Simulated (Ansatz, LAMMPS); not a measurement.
# Glassy 59SiO2-21CaO-14ZnO-7Cr2O3 (mol %) (81 atoms): support functions against a reference, part 3 of 3

Wanted: errors and times of a linear-scaling basis for glassy 59SiO2-21CaO-14ZnO-7Cr2O3 (mol %) (81 atoms). A setting counts as converged where the r.m.s. difference of forces stays under 1 % of the r.m.s. force.

Ansatz 0.2.0; Kohn-Sham DFT, PBE, PAW (set soft_2), plane waves.

The cell: 17 Si, 6 Ca, 4 Zn, 4 Cr and 50 O. The quench rate of 20 K/ps is orders of magnitude faster than experiment. The network of bonds at the start is that of the classical potential that made the cell. Without a Hubbard term or exact exchange, open shells on Cr are likely too delocalised. Sampling is at Γ alone, for a cell whose shortest periodic width is 10 Å.

So far. Step 6 (Support functions medium, spacing 0.375 Å): Forces differ from the reference by 178 meV/Å r.m.s., 12 % of their size, far over a tolerance of 1 %; the energy by +117 meV/atom. It took 2.2 min and 36 cycles; the reference's time can't be set against it, since the two runs asked for unlike analyses. The setting is coarser than the default on purpose. Step 7 (A run with a doubtful setting): The fault in the input: a misspelt key (kpoints.mp_grid = "mp_grids").

### 9. What the reference run shows

With the settings judged, the reference run is read for its physics.

Length of the force by element:

```
element  coordination  atoms  mean length of the force (eV/Å)  spread  least  most
     Ca           all      6                            0.644   0.282  0.176  1.04
     Cr           all      4                             1.61   0.244   1.26  1.92
      O           all     50                             2.32    1.27  0.349  6.69
     Si           all     17                             2.53    1.45  0.800  6.11
     Zn           all      4                             1.28   0.552  0.728  2.20
```

Intrinsic-atomic-orbital charges by element:

```
element  coordination  atoms  mean charge (e)  spread  least    most
     Ca           all      6             1.77  0.0163   1.75    1.79
     Cr           all      4             1.30  0.0296   1.26    1.33
      O           all     50            -1.00   0.105  -1.22  -0.868
     Si           all     17             1.67  0.0462   1.60    1.76
     Zn           all      4             1.48   0.018   1.46    1.51
```

Magnetic moments by element:

```
element  coordination  atoms  mean moment (μB)  spread    least    most
     Ca           all      6            0.0016  0.0015  -3.0e-4   0.004
     Cr           all      4              1.13    1.97    -2.29    2.27
      O           all     50            0.0021   0.009  -0.0216  0.0364
     Si           all     17            6.0e-4  9.0e-4  -1.0e-4  0.0033
     Zn           all      4            4.0e-4  3.0e-4   1.0e-4  9.0e-4
```

Density of states as counts of states in windows of 1 eV (from the Fermi level), total and the larger projections:

```
from (eV)  to (eV)  total up  total down   O p  Zn d  Cr d  Si p
      -14      -12       0.0         0.0   0.0   0.0   0.0   0.0
      -12      -11       0.7         0.7   0.9   0.0   0.0   0.1
      -11      -10       2.3         2.3   3.1   0.0   0.0   0.3
      -10       -9       4.4         4.2   5.9   0.1   0.0   0.7
       -9       -8       8.4         8.5  11.6   0.6   0.2   1.6
       -8       -7      12.4        12.0  14.8   5.2   0.3   2.6
       -7       -6      26.8        26.6  25.3  20.9   1.4   3.0
       -6       -5      25.5        25.0  34.8   7.8   1.5   3.0
       -5       -4      26.9        27.6  45.6   2.2   2.0   1.7
       -4       -3      29.5        29.2  51.9   1.5   1.7   1.3
       -3       -2      28.0        27.8  51.1   1.2   1.2   0.7
       -2       -1       7.3         6.4  11.1   0.2   2.0   0.1
       -1        0       6.9         2.7   2.7   0.0   6.4   0.1
        0        1       3.9         1.7   1.2   0.0   3.9   0.1
        1        2       4.4         7.3   1.4   0.0   8.3   0.2
        2        3       4.8         9.3   1.7   0.0   8.7   0.3
        3        4       6.1         6.4   1.1   0.0   0.7   0.7
        4        5      16.9        17.2   1.5   0.0   0.2   2.3
```

Between -26 and -14 eV lie 136 more states.

The stored curve holds about 488 of the 532 electrons; the rest, give or take the few that broadening carries across the Fermi level, lie in deeper levels below its range.

The levels nearest the highest filled one (over half full), pooled over k-points and spins:

```
level less the highest filled one (eV)  occupation
                                -0.393           1
                                -0.313           1
                                -0.267           1
                                -0.123       0.996
                               -0.0216        0.97
                                     0       0.954
                                 0.274        0.08
                                 0.529       0.001
                                 0.564           0
                                 0.667           0
                                 0.857           0
                                  1.14           0
```

Spin density in the bc plane at fractional x = 0.198, with atoms of Si and Ca and Zn and O within 0.2 Å of it.

Ten even steps from '0' (-0.016 e/Å³) to '9' (0.064 e/Å³), each cell a mean:
```
11111111122232142211111111111
11111111112236542111111111111
11111112211111111111111111111
11111222211222332211222211111
11111222221246874212222221111
11112222222247984136432221111
11111221112234552295022221111
11111111111222332244112221111
11111111111222221122222211111
11111111111112211122211111111
11111111111111111111111111111
11111111111111111122211111111
11111111111111111112111111111
11111111111111111111111111111
11111111111111122111111111111
11111111111222222111111111111
11111111112222221111111111111
11111111222332221111111111111
11111112224873211111111111111
11111112224775211111111111111
11111111222453211111111111111
11111111122222111111111111111
11111111111111111111111111111
11111111112221012211111111111
```
Columns run along b (10.3 Å), rows up along c (10.3 Å). Atoms in or near the plane, at fractional coordinates: Si at (0.75, 0.61), Si at (0.98, 0.29), Ca at (0.99, 0.82), Zn at (0.54, 0.37), O at (0.49, 0.94), O at (0.66, 0.73), O at (0.41, 0.18).

Valence density in the bc plane at fractional x = 0.198, with atoms of Si and Ca and Zn and O within 0.2 Å of it. It is the smooth field of the valence electrons, not physical close to the nuclei.

Ten steps, logarithmic in the rise over the least value, from '0' (0 e/Å³) to '9' (21 e/Å³), each cell a mean:
```
00000000000146653101112222100
10000000000146763111211111001
43100000000124542101110000134
65200000000011211011100000256
75300000111000111133310000257
54100001222100011356531000135
11000001222100001467642111111
00000000111000001245532221100
00000000000000000123211122100
00000000000000000012210121100
00000000000000000123332110000
00000000001110000135532100000
10000000012321111235531000011
21000000112322354323310000122
21000011222223699521100000122
21100012221112699510000111122
11100011211111354210001333210
22100000012332111000012454321
33210000024665210000012443222
33210000025775310000001221112
22210000013554210110000110001
11000000001232111110001110000
00000000000112211000011221000
00000000000123431000012332100
```
Columns run along b (10.3 Å), rows up along c (10.3 Å). Atoms in or near the plane, at fractional coordinates: Si at (0.75, 0.61), Si at (0.98, 0.29), Ca at (0.99, 0.82), Zn at (0.54, 0.37), O at (0.49, 0.94), O at (0.66, 0.73), O at (0.41, 0.18).

Mean intrinsic-atomic-orbital charges: Ca +1.77, Cr +1.30, O -1.00, Si +1.67, Zn +1.48 e. The cell holds a total moment of 6.09 μB, from site moments of up to 2.3 μB that point both ways; no search proves this magnetic order the lowest. Within 0.4 eV of the Fermi level the largest share is Cr d (70 % of the projected weight).

### 10. Distances and neighbours

Bonds and neighbours are counted at the geometry of the runs.

Density 3.02 g/cm³, 13.51 Å³ an atom.

Pair distribution functions g(r), in bins of 0.2 Å:

```
r (Å)  total   O-O   O-Si  O-Ca  O-Cr  O-Zn  Si-Si
 1.40   0.06  0.00   0.24  0.00  0.00  0.00   0.00
 1.60   3.20  0.00  12.35  0.00  0.00  0.00   0.00
 1.80   0.38  0.00   0.86  0.00  1.89  0.62   0.00
 2.00   0.74  0.00   0.00  0.00  7.19  4.92   0.00
 2.20   0.34  0.00   0.00  1.42  1.30  2.18   0.00
 2.40   0.66  0.34   0.00  4.54  0.00  1.95   0.00
 2.60   1.58  3.91   0.00  1.03  0.00  0.00   0.00
 2.80   0.93  1.88   0.07  0.71  0.28  0.26   0.00
 3.00   0.68  0.85   0.17  0.63  0.49  0.25   2.33
 3.20   1.02  1.02   0.51  0.56  0.43  0.43   2.73
 3.40   1.09  1.00   0.78  0.87  1.11  0.38   0.53
 3.60   1.03  0.89   1.42  0.45  1.00  0.83   0.00
 3.80   0.83  0.36   1.34  0.71  1.19  1.34   0.41
 4.00   1.08  0.65   1.69  1.17  1.35  1.48   1.34
 4.20   1.17  0.90   1.75  0.82  1.84  1.35   0.50
 4.40   1.02  0.85   1.38  1.19  0.90  1.56   0.94
 4.60   1.12  0.96   1.00  1.52  1.75  1.75   1.87
 4.80   1.01  1.30   0.55  1.71  0.57  0.76   1.31
 5.00   0.92  1.06   0.74  0.87  0.60  0.96   1.07
```

Local excerpt of 14 atoms (numbers count through the whole input) about O42, which bears the longest force; x, y, z are measured from there.

```
atom      x      y      z  distance (Å)  intrinsic-atomic-orbital charge (e)  moment (μB)     Fx     Fy  Fz (eV/Å)
 O42   0.00   0.00   0.00          0.00                                -1.07         0.00   2.65   1.29       6.01
Si17  -0.49  -0.13  -1.39          1.48                                 1.69         0.00  -1.42  -2.14      -4.93
Zn26   1.33   0.01   1.42          1.94                                 1.48         0.00  -0.48  -0.49      -0.25
 O36  -0.04  -1.76  -1.85          2.55                                -0.99         0.00   0.19   0.32      -0.70
 O81  -2.16  -0.23  -1.48          2.63                                -0.89         0.00  -0.18   0.27      -0.14
 O45   0.18   0.69  -2.63          2.72                                -1.01         0.00   0.45   0.34      -0.84
 O74  -0.24   0.28   3.00          3.02                                -0.94         0.00   0.97   3.78      -0.60
 O67   0.71  -2.04   2.58          3.37                                -0.90         0.00   0.36  -0.56       0.06
Si14  -0.66  -1.19   3.17          3.45                                 1.65         0.00  -0.11  -2.63       1.28
 O63   3.35  -0.75   0.62          3.49                                -1.14         0.00  -1.20   1.60       0.17
 O76  -2.09  -1.55   2.44          3.57                                -0.93         0.00  -1.41  -0.62      -1.23
 O59  -3.33   0.57   1.47          3.68                                -0.92         0.00   0.00   0.94      -1.99
 O69   2.47   1.03   2.65          3.77                                -1.10         0.00  -0.07  -0.32      -2.95
 Si1   0.36  -3.35  -1.87          3.85                                 1.76         0.00   0.84   1.95       1.11
```

### 11. Summary of results

```
free energy per atom                             : -949.8627 eV/atom
pressure                                         : 4.419 GPa
r.m.s. force component                           : 1.456 eV/Å
spacing of highest filled and lowest empty level : 0.2736 eV
wall time of the 4 DFT runs                      : 8.8 min
```

What this shows: Against plane waves at 420 eV, the forces differ by 0.92 meV/Å (0.063 %) with support functions low. At 81 atoms the run with support functions low takes roughly 7.2 times the time of plane waves (whose run also made extra analyses, so the like-for-like ratio is larger), in 32 SCF cycles against 33. Differences between support functions and plane waves include what basis error the plane-wave run still has.

The highest filled and lowest empty levels lie 0.274 eV apart (at Γ alone), but 3 levels are partly filled, by over 2 %, under the smearing. The cell holds a total moment of 6.09 μB, from site moments of up to 2.3 μB that point both ways; no search proves this magnetic order the lowest.

**Limits.** The force components of 1.5 eV/Å r.m.s. reflect the temperature of the frame as well as the gap between the generating potential and DFT. The run was spin polarised, started with 3 moments up and 1 down in a pattern of our own, ending at 6.1 μB in the cell; that starting order needn't be the real material's, and it bears on forces, charges and levels. The stress is far from hydrostatic: its diagonal is 3.2, 2.7, 7.4 GPa, compression counted positive. With open d shells in the cell, the level spacing can be one between d levels of these ions, not the gap of the host. The pressure of 4.4 GPa is that of one thermal frame, in which the classical model's bond lengths enter as well as the volume, without the kinetic term.

[Logs are printed without paths, hosts, clocks, repeated set-up lines and the standing remarks that a program may print on its own settings, such as how far it seeks lower states.]

[Hosts, paths, dates, database ids (printed as entryN), source tags and the programs' standing remarks are cut or masked in the printed files.]
